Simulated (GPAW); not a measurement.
# Nb2NOS MXene monolayer: work function by functional and basis, part 2 of 2

Wanted: work functions and dipole of Nb2NOS MXene monolayer, with the cost of each level.

GPAW 26.7.0; GPAW, PAW setups; layer in a repeated cell with vacuum, relaxation of atoms and in-plane cell (the session's first sound run).

So far, upper work function (eV): step 3 (plane waves, PBE) 5.40; step 4 (self-consistent run: xc = "RPBE") 5.26; step 5 (self-consistent run: xc = "LDA") 5.78; step 6 (self-consistent run: xc = "vdW-DF2", GPAW, PAW setups, GPAW) 5.91; step 7 (OptPBE vdW: xc = "optPBE-vdW", GPAW, PAW setups, GPAW) 5.67.

## (8) Self-consistent run: xc = "revPBE"

The same geometry under revPBE, to see how far the functional moves the levels against the vacuum.

Contents of run.py:

```python
import json
import numpy as np
from ase import Atoms
from gpaw import GPAW, PW

slab = Atoms(
    ['S', 'Nb', 'N', 'Nb', 'O'],
    positions=[
        [0.00000, 1.83293, 9.00000],
        [1.58736, 0.91646, 10.64867],
        [-0.00000, 0.00000, 11.89708],
        [0.00000, 1.83293, 13.02630],
        [1.58736, 0.91646, 14.06735]],
    cell=[[3.17472, -0.0, 0.0], [-1.58736, 2.74939, 0.0], [0.0, 0.0, 23.0674]],
    pbc=[True, True, False])

slab.calc = GPAW(mode=PW(500), xc='revPBE', kpts={'size': (12, 12, 1), 'gamma': True},
                 occupations={'name': 'fermi-dirac', 'width': 0.05}, nbands='160%',
                 convergence={'density': 1e-05}, maxiter=200,
                 poissonsolver={'dipolelayer': 'xy'},
                 symmetry={'tolerance': 1e-3}, txt='slab.txt')
result = {}
energy = slab.get_potential_energy()
fermi = slab.calc.get_fermi_level()
v = slab.calc.get_electrostatic_potential().mean((0, 1)) - fermi
n = slab.calc.get_pseudo_density().mean((0, 1))
L = slab.cell[2, 2]
z = np.arange(len(v)) * L / len(v)
low, high = slab.positions[:, 2].min(), slab.positions[:, 2].max()
below, above = np.interp([low - 6.8, high + 6.8], z, v)
slopes = [np.interp(x, z, np.gradient(v, z)) for x in (low - 6.8, high + 6.8)]
eps = np.array([[slab.calc.get_eigenvalues(k, s) for k in range(len(slab.calc.get_ibz_k_points()))]
                for s in range(slab.calc.get_number_of_spins())]) - fermi
top, bottom = eps[eps < 0].max(), eps[eps > 0].min()
dipole = slab.get_dipole_moment()[2]
print(f'energy {energy:.4f} eV, Fermi level {fermi:.4f} eV, dipole {dipole:.5f} e A')
print(f'potential 6.8 A off the faces, from the Fermi level: lower {below:.4f} eV, upper {above:.4f} eV')
print(f'slope of the potential there: lower {slopes[0]:.5f}, upper {slopes[1]:.5f} eV/A')
print(f'nearest levels on the mesh: {top:.4f} and {bottom:.4f} eV')
print('magnetic moment', round(slab.get_magnetic_moment(), 3))
result.update(energy=energy, fermi=fermi, dipole=dipole, below=below, above=above, slopes=slopes, edges=[top, bottom],
              z=z.tolist(), v=v.tolist(), n=n.tolist(), positions=slab.positions.tolist(),
              forces=slab.get_forces(apply_constraint=False).tolist(), moments=slab.get_magnetic_moments().tolist())
json.dump(result, open('result.json', 'w'))
```

Command:

```console
$ OMP_NUM_THREADS=1 OPENBLAS_NUM_THREADS=1 python run.py
```

Run time: 2.3 min. Hardware: 1 thread of Arm Neoverse V1, shared host; peak memory 0.28 GiB.

This step gave:

```
dipole along the normal                    : 5.13e-4 e·Å
levels nearest the Fermi level on the mesh : -0.04383, 0.1081 eV from the Fermi level
upper work function                        : 5.264 eV
lower work function                        : 5.280 eV
```

The upper face's work function is 5.264 eV, against 5.401 eV in the first plane-wave PBE run at this geometry.

## (9) Real-space grid: mode = "fd"

A real-space grid is a second complete basis, so it checks the plane-wave result.

run.py, as its differences from that of step 8:

```diff
@@ -3,3 +3,3 @@
 from ase import Atoms
-from gpaw import GPAW, PW
+from gpaw import GPAW
 
@@ -16,3 +16,3 @@
 
-slab.calc = GPAW(mode=PW(500), xc='revPBE', kpts={'size': (12, 12, 1), 'gamma': True},
+slab.calc = GPAW(mode='fd', h=0.18, xc='PBE', kpts={'size': (12, 12, 1), 'gamma': True},
                  occupations={'name': 'fermi-dirac', 'width': 0.05}, nbands='160%',
```

The job ended after 5.2 min (1 thread; peak memory 0.7 GiB).

Numbers from this step:

```
dipole along the normal                    : -0.001677 e·Å
levels nearest the Fermi level on the mesh : -0.04363, 0.1052 eV from the Fermi level
upper work function                        : 5.406 eV
lower work function                        : 5.372 eV
```

The electrostatic potential energy of an electron (without an applied field's), less the Fermi level, planar mean oscillates, so the rows of the table below give means over windows of 0.5 Å about each position, cut where the curve ends. Its maxima inside the range that stand out by 2 % of the span (Å: eV): 9.73: -5.49, 11.44: -8.61, 12.25: -10.9, 13.79: -11.4. Its minima: 9.01: -19.0, 10.63: -23.5, 11.89: -14.6, 13.07: -24.0, 13.97: -12.3.

The electrostatic potential energy of an electron (without an applied field's), less the Fermi level, planar mean by z; means over each step:

```csv
z (Å),"electrostatic potential energy of an electron (without an applied field's), less the Fermi level, planar mean (eV)"
0.0,5.37
0.5,5.37
1.0,5.37
1.5,5.37
2.0,5.37
2.5,5.37
3.0,5.37
3.5,5.37
4.0,5.37
4.5,5.37
5.0,5.37
5.5,5.37
6.0,5.37
6.5,5.35
7.0,5.27
7.5,4.89
8.0,2.97
8.5,-5.07
9.0,-16.8
9.5,-8.30
10.0,-9.34
10.5,-21.0
11.0,-17.1
11.5,-9.83
12.0,-13.0
12.5,-14.3
13.0,-22.8
13.5,-15.3
14.0,-11.0
14.5,-0.810
15.0,4.40
15.5,5.24
16.0,5.38
16.5,5.40
17.0,5.41
17.5,5.41
18.0,5.41
18.5,5.41
19.0,5.41
19.5,5.41
20.0,5.41
20.5,5.41
21.0,5.41
21.5,5.41
22.0,5.41
22.5,5.41
```

The upper face's work function is 5.406 eV, against 5.401 eV in the first plane-wave PBE run at this geometry.

## (10) Atomic orbitals: mode = "lcao"

Atom-centred orbitals end a few angstrom from the surface, which tests how much the density's tail matters.

run.py, as its differences from that of step 9:

```diff
@@ -16,4 +16,4 @@
 
-slab.calc = GPAW(mode='fd', h=0.18, xc='PBE', kpts={'size': (12, 12, 1), 'gamma': True},
-                 occupations={'name': 'fermi-dirac', 'width': 0.05}, nbands='160%',
+slab.calc = GPAW(mode='lcao', basis='dzp', h=0.18, xc='PBE', kpts={'size': (12, 12, 1), 'gamma': True},
+                 occupations={'name': 'fermi-dirac', 'width': 0.05}, nbands='120%',
                  convergence={'density': 1e-05}, maxiter=200,
```

Run time: 7.5 min. Hardware: 1 thread; peak memory 0.34 GiB.

Numbers from this step:

```
dipole along the normal                    : -0.01440 e·Å
levels nearest the Fermi level on the mesh : -0.05027, 0.1451 eV from the Fermi level
upper work function                        : 5.739 eV
lower work function                        : 5.441 eV
```

The upper face's work function is 5.739 eV, against 5.401 eV in the first plane-wave PBE run at this geometry.

## (11) The ladder

Times are for 1 thread of Arm Neoverse V1, shared host. The runs compared:

```csv
no.,run,upper work function (eV),lower work function (eV),time,memory (GiB)
1,pw,5.401,5.377,2.2 min,0.27
2,RPBE,5.255,5.282,2.4 min,0.28
3,LDA,5.775,5.622,2.2 min,0.27
4,vdW DF2,5.910,5.788,2.9 min,0.47
5,optPBE vdW,5.671,5.619,2.7 min,0.47
6,revPBE,5.264,5.280,2.3 min,0.28
7,fd,5.406,5.372,5.2 min,0.7
8,lcao,5.739,5.441,7.5 min,0.34
```

## (12) Side by side

Results and costs are gathered.

This step: comparison of work functions, dipole and cost (GPAW 26.7.0).

Ladder, by row:

```csv
step,code,"work function, upper (eV)","work function, lower (eV)",dipole (e Å),wall time (s),peak memory (GiB),threads
pw,GPAW,5.401,5.377,-0.00145,134.9,0.27,1
RPBE,GPAW,5.255,5.282,9.78e-4,142.2,0.28,1
LDA,GPAW,5.775,5.622,-0.007659,131.9,0.27,1
vdW-DF2,GPAW,5.91,5.788,-0.006192,173.3,0.47,1
optPBE-vdW,GPAW,5.671,5.619,-0.002825,163.8,0.47,1
revPBE,GPAW,5.264,5.28,5.13e-4,140.4,0.28,1
fd,GPAW,5.406,5.372,-0.001677,312,0.7,1
lcao,GPAW,5.739,5.441,-0.0144,449.6,0.34,1
```

## (13) A changed run

One more run, with changed settings.

This step: GPAW, PAW setups; slab in vacuum (GPAW 26.7.0).

run.py, as its differences from that of step 10:

```diff
@@ -3,3 +3,3 @@
 from ase import Atoms
-from gpaw import GPAW
+from gpaw import GPAW, PW
 
@@ -16,5 +16,5 @@
 
-slab.calc = GPAW(mode='lcao', basis='dzp', h=0.18, xc='PBE', kpts={'size': (12, 12, 1), 'gamma': True},
-                 occupations={'name': 'fermi-dirac', 'width': 0.05}, nbands='120%',
-                 convergence={'density': 1e-05}, maxiter=200,
+slab.calc = GPAW(mode=PW(500), xc='PBE', kpts={'size': (12, 12, 1), 'gamma': True},
+                 occupations={'name': 'fermi-dirac', 'width': 0.05}, nbands='160%',
+                 convergence={'density': 1e-05}, maxiter=75,
                  poissonsolver={'dipolelayer': 'xy'},
@@ -29,4 +29,4 @@
 low, high = slab.positions[:, 2].min(), slab.positions[:, 2].max()
-below, above = np.interp([low - 6.8, high + 6.8], z, v)
-slopes = [np.interp(x, z, np.gradient(v, z)) for x in (low - 6.8, high + 6.8)]
+below, above = np.interp([low - 1.0, high + 1.0], z, v)
+slopes = [np.interp(x, z, np.gradient(v, z)) for x in (low - 1.0, high + 1.0)]
 eps = np.array([[slab.calc.get_eigenvalues(k, s) for k in range(len(slab.calc.get_ibz_k_points()))]
@@ -36,3 +36,3 @@
 print(f'energy {energy:.4f} eV, Fermi level {fermi:.4f} eV, dipole {dipole:.5f} e A')
-print(f'potential 6.8 A off the faces, from the Fermi level: lower {below:.4f} eV, upper {above:.4f} eV')
+print(f'potential 1.0 A off the faces, from the Fermi level: lower {below:.4f} eV, upper {above:.4f} eV')
 print(f'slope of the potential there: lower {slopes[0]:.5f}, upper {slopes[1]:.5f} eV/A')
```

It took 2.3 min on 1 thread; peak memory 0.28 GiB.

The run finished. A setting was moved off its sound value on purpose, so it serves as a test and not as the result.

The fault put into the input: the potential probed 1 A off the face (probe = 1.0).

## (14) Outcome

| Property | Result |
| --- | --- |
| work function, upper and lower face | 5.401 and 5.377 eV |
| dipole along the normal | -0.00145 e Å |

With plane waves and PBE the work function is 5.40 eV on the upper face and 5.38 eV on the lower. Over the sound runs of the table the upper face's work function spans 5.255 (RPBE) to 5.910 eV (vdW-DF2). Atomic orbitals miss the plane-wave value by 0.34 eV, since they describe the tail of the density in the vacuum poorly. The starting lattice was a guess from atomic radii; the relaxation moved it by 3 %. The small printed dipole stands for a step of 30 meV from the lower to the upper face, and the probes find 24 meV; values this small are near the numerical noise of both. The cell holds an odd number of electrons, so without spin polarisation it must come out metallic and without a moment, whatever its true state. The layer's cell and atoms come from the relaxation; spin-orbit coupling and temperature are left out.

[Logs are printed without paths, hosts, clocks, repeated set-up lines and the standing remarks that a program may print on its own settings, such as how far it seeks lower states.]

[Hosts, paths, dates, database ids (printed as entryN), source tags and the programs' standing remarks are cut or masked in the printed files.]
